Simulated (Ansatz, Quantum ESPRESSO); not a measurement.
**Lattice dynamics of BP (F-43m) in two programs**

Wanted: phonon bands, density of states and zone-centre response of BP (F-43m).

Calculated with Quantum ESPRESSO 7.5; DFT LDA, scalar-relativistic, plane waves, PseudoDojo norm-conserving pseudopotentials.

**What experiment says.**

For BP, zinc blende (metal-flux-grown single crystal, 100 K), “Thermal expansion coefficients of high thermal conducting BAs and BP materials” (2019, arxiv:1906.04101) gives, by single-crystal XRD (Mo K-alpha): lattice constant a (cubic a at 100 K) 4.5383 ± 0.0008 Å.

For BP, zinc blende (synthetic BP; powder or crystal not specified, 300 K), “Boron phosphide under pressure: in situ study by Raman scattering and X-ray diffraction” (2015, arxiv:1505.05714) gives, by Raman scattering, 514.5 nm, backscattering: Raman mode (TO at Gamma (T2), ambient spectrum) 794 cm⁻¹ [very weak band; the pressure fit in the same paper quotes about 797 cm-1].

### Step 1. The structure

The structure is cubic, space group F-43m (No. 216). The conventional cell has a = 4.538 Å, b = 4.538 Å, c = 4.538 Å, α = 90.00°, β = 90.00°, γ = 90.00°. Nearest to B lie 4 P at 1.97 Å. P has 4 B at 1.97 Å nearest. Farther neighbours are not listed.

As a file:

```cif
data_structure
_symmetry_space_group_name_H-M 'P 1'
_symmetry_Int_Tables_number 1
_cell_length_a 3.2089
_cell_length_b 3.2089
_cell_length_c 3.2089
_cell_angle_alpha 60.000
_cell_angle_beta 60.000
_cell_angle_gamma 60.000
_cell_volume 23.36
loop_
_atom_site_label
_atom_site_type_symbol
_atom_site_fract_x
_atom_site_fract_y
_atom_site_fract_z
_atom_site_occupancy
B1 B 0.00000 0.00000 0.00000 1
P2 P 0.25000 0.25000 0.25000 1
```

### Step 2. A first look

A cheap run with smearing and empty bands tells whether the crystal has a gap, which decides between fixed occupations and smearing later on.

Input file probe.in:

```
&control
   calculation = 'scf'
   prefix = 'x'
   outdir = './tmp'
   pseudo_dir = './pseudo'
   tprnfor = .true.
   tstress = .true.
   verbosity = 'high'
/
&system
   ibrav = 0
   nat = 2
   ntyp = 2
   ecutwfc = 76.0
   occupations = 'smearing'
   smearing = 'gaussian'
   degauss = 0.01
/
&electrons
   conv_thr = 1.0d-07
   mixing_beta = 0.7
   electron_maxstep = 100
/
ATOMIC_SPECIES
 B      10.8100  B.upf
 P      30.9738  P.upf
CELL_PARAMETERS angstrom
    -2.269000000    0.000000000    2.269000000
     0.000000000    2.269000000    2.269000000
    -2.269000000    2.269000000    0.000000000
ATOMIC_POSITIONS crystal
 B      0.000000000   0.000000000   0.000000000
 P      0.250000000   0.250000000   0.250000000
K_POINTS automatic
 6 6 6 0 0 0
```

Started as:

```
$ OMP_NUM_THREADS=1 mpirun -n 2 pw.x -nk 2 -in probe.in > probe.out
```

The log of the run:

```text
[banners, grids, parts of the stress and lines that vanish by symmetry left out]
Program PWSCF v.7.5
     Message from routine setup:
     using ibrav=0 with symmetry is DISCOURAGED, use correct ibrav instead
[...]
kinetic-energy cutoff     =      76.0000  Ry
     charge density cutoff     =     304.0000  Ry
     scf convergence threshold =      1.0E-07
[...]
Exchange-correlation= SLA  PW   NOGX NOGC
                           (   1   4   0   0   0   0   0)
[...]
24 Sym. Ops. (no inversion) found
[...]
(     0          1          0      )
                  (     0          0          1      )
[...]
(  0.0000000  1.0000000  0.0000000 )
                  ( -0.0000000 -0.0000000  1.0000000 )
[...]
(     1          0         -1      )
                  (     0          0         -1      )
[...]
(  0.0000000  1.0000000  0.0000000 )
[...]
(    -1          0          1      )
                  (    -1          0          0      )
[...]
( -0.0000000 -0.0000000  1.0000000 )
                  (  0.0000000 -1.0000000 -0.0000000 )
[...]
number of k points=    16  Gaussian smearing, width (Ry)=  0.0100
[...]
End of self-consistent calculation
[...]
the Fermi energy is     9.6465 ev
!    total energy              =     -19.88979683 Ry
[...]
convergence has been achieved in   6 iterations
[...]
atom    1 type  1   force =    -0.00000000   -0.00000000    0.00000000
     atom    2 type  2   force =     0.00000000    0.00000000   -0.00000000
[...]
Total force =     0.000000     Total SCF correction =     0.000000
[...]
total   stress  (Ry/bohr**3)                   (kbar)     P=      -54.65
[...]
XML data file, charge density, pseudopotentials, collected wavefunctions

   JOB DONE.
```

Run time: 2.5 s. Hardware: 2 MPI ranks of Arm Neoverse V1, shared host; 4.8 s of CPU time.

This step gave:

| Quantity | Value |
| --- | --- |
| volume per atom | 11.68 Å³ |
| pressure | -5.465 GPa |
| gap on the k-mesh | 1.315 eV |

A gap of 1.3 eV opens on this mesh, so the crystal is taken as an insulator; the start stands at -5.5 GPa.

### Step 3. Relaxation

Frequencies change by per cents with a per cent of volume, so the structure is first brought to rest at this level of theory.

Input file relax.in:

```
&control
   calculation = 'vc-relax'
   prefix = 'x'
   outdir = './tmp'
   pseudo_dir = './pseudo'
   tprnfor = .true.
   tstress = .true.
   forc_conv_thr = 2.0d-05
   etot_conv_thr = 1.0d-07
   nstep = 40
/
&system
   ibrav = 0
   nat = 2
   ntyp = 2
   ecutwfc = 76.0
   occupations = 'fixed'
   nbnd = 6
/
&electrons
   conv_thr = 1.0d-11
   mixing_beta = 0.7
   electron_maxstep = 100
/
&ions
/
&cell
   press_conv_thr = 0.1
/
ATOMIC_SPECIES
 B      10.8100  B.upf
 P      30.9738  P.upf
CELL_PARAMETERS angstrom
    -2.269000000    0.000000000    2.269000000
     0.000000000    2.269000000    2.269000000
    -2.269000000    2.269000000    0.000000000
ATOMIC_POSITIONS crystal
 B      0.000000000   0.000000000   0.000000000
 P      0.250000000   0.250000000   0.250000000
K_POINTS automatic
 8 8 8 0 0 0
```

Started as:

```
$ OMP_NUM_THREADS=1 mpirun -n 2 pw.x -nk 2 -in relax.in > relax.out
```

The log of the run:

```text
[banners, grids, parts of the stress and lines that vanish by symmetry left out]
[banner, memory and clock lines left out]
Program PWSCF v.7.5

[...]
kinetic-energy cutoff     =      76.0000  Ry
     charge density cutoff     =     304.0000  Ry
     scf convergence threshold =      1.0E-11
[...]
energy convergence thresh.=      1.0E-07
     force convergence thresh. =      2.0E-05
     press convergence thresh. =      1.0E-01
     Exchange-correlation= SLA  PW   NOGX NOGC
                           (   1   4   0   0   0   0   0)
[...]
24 Sym. Ops. (no inversion) found
[...]
number of k points=    29
[...]
End of self-consistent calculation
[...]
highest occupied, lowest unoccupied level (ev):     9.0230   10.2528
!    total energy              =     -19.89092409 Ry
[...]
convergence has been achieved in  10 iterations
[...]
atom    1 type  1   force =     0.00000000    0.00000000    0.00000000
     atom    2 type  2   force =     0.00000000    0.00000000    0.00000000
     Total force =     0.000000     Total SCF correction =     0.000000
[...]
total   stress  (Ry/bohr**3)                   (kbar)     P=      -55.77
[...]
number of bfgs steps    =   0
[...]
CELL_PARAMETERS (angstrom)
[...]
ATOMIC_POSITIONS (crystal)
B                0.0000000000        0.0000000000        0.0000000000
P                0.2500000000        0.2500000000        0.2500000000
[...]
New effective cutoffs (rho, wfc):  308.59   77.46
[...]
End of self-consistent calculation
[...]
highest occupied, lowest unoccupied level (ev):     9.4118   10.6133
!    total energy              =     -19.89192211 Ry
[...]
convergence has been achieved in   7 iterations
[...]
atom    1 type  1   force =     0.00000000    0.00000000    0.00000000
     atom    2 type  2   force =     0.00000000    0.00000000    0.00000000
     Total force =     0.000000     Total SCF correction =     0.000000
[...]
total   stress  (Ry/bohr**3)                   (kbar)     P=       -9.28
[...]
number of bfgs steps    =   1
[...]
CELL_PARAMETERS (angstrom)
[...]
ATOMIC_POSITIONS (crystal)
B                0.0000000000        0.0000000000        0.0000000000
P                0.2500000000        0.2500000000        0.2500000000
[...]
New effective cutoffs (rho, wfc):  309.75   77.75
[...]
End of self-consistent calculation
[...]
highest occupied, lowest unoccupied level (ev):     9.4889   10.6848
!    total energy              =     -19.89194793 Ry
[...]
convergence has been achieved in   9 iterations
[...]
atom    1 type  1   force =    -0.00000000    0.00000000   -0.00000000
     atom    2 type  2   force =     0.00000000   -0.00000000    0.00000000
     Total force =     0.000000     Total SCF correction =     0.000000
[...]
total   stress  (Ry/bohr**3)                   (kbar)     P=        0.45
[...]
number of bfgs steps    =   2
[...]
CELL_PARAMETERS (angstrom)
[...]
ATOMIC_POSITIONS (crystal)
B               -0.0000000000       -0.0000000000        0.0000000000
P                0.2500000000        0.2500000000        0.2500000000
[...]
New effective cutoffs (rho, wfc):  309.69   77.73
[...]
End of self-consistent calculation
[...]
highest occupied, lowest unoccupied level (ev):     9.4854   10.6816
!    total energy              =     -19.89194799 Ry
[...]
convergence has been achieved in   6 iterations
[...]
atom    1 type  1   force =    -0.00000000    0.00000000   -0.00000000
     atom    2 type  2   force =     0.00000000   -0.00000000    0.00000000
     Total force =     0.000000     Total SCF correction =     0.000000
[...]
total   stress  (Ry/bohr**3)                   (kbar)     P=       -0.00
[...]
bfgs converged in   4 scf cycles and   3 bfgs steps
[...]
End of BFGS Geometry Optimization
     Final enthalpy           =     -19.8919479863 Ry
     File ./tmp/x.bfgs deleted, as requested
[...]
CELL_PARAMETERS (angstrom)
[...]
ATOMIC_POSITIONS (crystal)
B               -0.0000000000       -0.0000000000        0.0000000000
P                0.2500000000        0.2500000000        0.2500000000
[...]
Final scf calculation at the relaxed structure.
[...]
kinetic-energy cutoff     =      76.0000  Ry
     charge density cutoff     =     304.0000  Ry
     scf convergence threshold =      1.0E-13
[...]
press convergence thresh. =      1.0E-01
     Exchange-correlation= SLA  PW   NOGX NOGC
                           (   1   4   0   0   0   0   0)
[...]
24 Sym. Ops. (no inversion) found
[...]
number of k points=    29
[...]
c_bands:  1 eigenvalues not converged
     c_bands:  1 eigenvalues not converged
     c_bands:  1 eigenvalues not converged
     c_bands:  1 eigenvalues not converged
     c_bands:  1 eigenvalues not converged
     c_bands:  1 eigenvalues not converged
     c_bands:  1 eigenvalues not converged
     c_bands:  1 eigenvalues not converged
[...]
End of self-consistent calculation
[...]
highest occupied, lowest unoccupied level (ev):     9.4855   10.6816
!    total energy              =     -19.89193112 Ry
[...]
convergence has been achieved in  12 iterations
[...]
atom    1 type  1   force =    -0.00000000    0.00000000   -0.00000000
     atom    2 type  2   force =    -0.00000000   -0.00000000    0.00000000
     Total force =     0.000000     Total SCF correction =     0.000000
[...]
total   stress  (Ry/bohr**3)                   (kbar)     P=       -0.14
[...]
XML data file, charge density, pseudopotentials, collected wavefunctions
```

Wall time 18 s (2 MPI ranks).

Step by step:

```
step  energy less that of the first step (eV)  largest force (eV/Å)  pressure (GPa)  volume (Å³)
   1                                   0.0000                0.0000           -5.58        23.36
   2                                  -0.0136                0.0000           -0.93        22.71
   3                                  -0.0139                0.0000            0.04        22.58
   4                                  -0.0139                0.0000            0.00        22.58
   5                                  -0.0137                0.0000           -0.01        22.58
```

```
conventional cell, symmetrised  before  after  change
                         a (Å)   4.538  4.487  -1.1 %
                         b (Å)   4.538  4.487  -1.1 %
                         c (Å)   4.538  4.487  -1.1 %
              volume (Å³/atom)   11.68  11.29  -3.3 %
```

The relaxed structure:

```cif
data_structure
_symmetry_space_group_name_H-M 'P 1'
_symmetry_Int_Tables_number 1
_cell_length_a 3.1728
_cell_length_b 3.1728
_cell_length_c 3.1728
_cell_angle_alpha 60.000
_cell_angle_beta 60.000
_cell_angle_gamma 60.000
_cell_volume 22.58
loop_
_atom_site_label
_atom_site_type_symbol
_atom_site_fract_x
_atom_site_fract_y
_atom_site_fract_z
_atom_site_occupancy
B1 B 0.00000 0.00000 0.00000 1
P2 P 0.25000 0.25000 0.25000 1
```

The last row of the table of steps is pw.x's closing run on a basis chosen anew for the final cell, so its energy can jump.

Numbers from this step:

| Quantity | Value |
| --- | --- |
| volume per atom | 11.29 Å³ |
| pressure | -0.01400 GPa |
| gap on the k-mesh | 1.196 eV |

The volume changes by -3.3 % from the cell with which this run began.

### Step 4. Self-consistent run for the response

The response is built on this ground state, so it is converged far tighter than an energy would need. With a gap, occupations are fixed, which also allows the response to an electric field.

Input file scf.in:

```
&control
   calculation = 'scf'
   prefix = 'x'
   outdir = './tmp'
   pseudo_dir = './pseudo'
   tprnfor = .true.
   tstress = .true.
/
&system
   ibrav = 0
   nat = 2
   ntyp = 2
   ecutwfc = 76.0
   occupations = 'fixed'
   nbnd = 6
/
&electrons
   conv_thr = 1.0d-12
   mixing_beta = 0.7
   electron_maxstep = 100
/
ATOMIC_SPECIES
 B      10.8100  B.upf
 P      30.9738  P.upf
CELL_PARAMETERS angstrom
    -2.243490855    0.000000000    2.243490855
     0.000000000    2.243490855    2.243490855
    -2.243490855    2.243490855    0.000000000
ATOMIC_POSITIONS crystal
 B      0.000000000   0.000000000   0.000000000
 P      0.250000000   0.250000000   0.250000000
K_POINTS automatic
 8 8 8 0 0 0
```

Started as:

```
$ OMP_NUM_THREADS=1 mpirun -n 2 pw.x -nk 2 -in scf.in > scf.out
```

The log of the run:

```text
[banners, grids, parts of the stress and lines that vanish by symmetry left out]
[banner, memory and clock lines left out]
Program PWSCF v.7.5

[...]
kinetic-energy cutoff     =      76.0000  Ry
     charge density cutoff     =     304.0000  Ry
     scf convergence threshold =      1.0E-12
[...]
Exchange-correlation= SLA  PW   NOGX NOGC
                           (   1   4   0   0   0   0   0)
[...]
24 Sym. Ops. (no inversion) found
[...]
number of k points=    29
[...]
End of self-consistent calculation
[...]
highest occupied, lowest unoccupied level (ev):     9.4855   10.6816
!    total energy              =     -19.89193112 Ry
[...]
convergence has been achieved in  10 iterations
[...]
atom    1 type  1   force =     0.00000000   -0.00000000    0.00000000
     atom    2 type  2   force =    -0.00000000   -0.00000000    0.00000000
     Total force =     0.000000     Total SCF correction =     0.000000
[...]
total   stress  (Ry/bohr**3)                   (kbar)     P=       -0.14
[...]
XML data file, charge density, pseudopotentials, collected wavefunctions
```

Wall time 4.9 s (2 MPI ranks); 9.3 s of CPU time.

The cell stands at -0.014 GPa, close enough for phonons.

(Part 1 of 4 ends here.)

[Host names and launcher messages were left out of these logs when they were recorded.]

[Logs are printed without paths, hosts, clocks, repeated set-up lines and the standing remarks that a program may print on its own settings, such as how far it seeks lower states.]

[Hosts, paths, dates, database ids (printed as entryN), source tags and the programs' standing remarks are cut or masked in the printed files.]
